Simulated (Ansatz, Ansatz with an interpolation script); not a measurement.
Rows from a G0W0 calculation on AcBr3 (P6_3/m) (Ansatz 0.2.0; G0W0 on LDA, plane waves, PAW; PAW set ansatz+soft_1; 3×3×4 mesh, 789 empty bands, screening to 120 eV, PAW set soft_1 files), in eV. Spin-orbit coupling is left out.

The database entry behind the starting cell is an old determination (1948), so it need not match the best structure at ambient conditions.

```tsv
row	k	band	start	Σx	Σc at the solution	Vxc
A	Γ	c3	9.438	-7.074	-4.244	-12.181
B	Γ	c2	9.378	-6.775	-3.869	-11.586
C	Γ	v1	4.884	-20.109	2.153	-16.963
D	Γ	v4	4.297	-18.998	2.280	-15.674
E	Γ	c1	8.668	-6.601	-3.920	-11.337
F	Γ	v2	4.863	-19.950	2.176	-16.776
```

**Question.** Work out each quasiparticle level and how far it moved.

The quasiparticle equation reads E = start + Σx + Σc(E) − Vxc.

```tsv
row	E (eV)	shift (eV)
A	10.301	+0.863
B	10.320	+0.942
C	3.891	−0.993
D	3.253	−1.044
E	9.483	+0.816
F	3.865	−0.998
```

The gap over the computed points goes from 3.78 eV to 5.59 eV.

Limits: not at the basis limit; f levels unsure; no spin-orbit coupling.

[Paths, hosts, dates, memory and timing lines, banners, echoed tables and standing remarks are left out of the program output.]

[Logs are printed without paths, hosts, clocks, repeated set-up lines and the standing remarks that a program may print on its own settings, such as how far it seeks lower states.]

[Runs of the session that timed out or met a known fault of the program may be left out.]

[Hosts, paths, dates, database ids (printed as entryN), source tags and the programs' standing remarks are cut or masked in the printed files.]
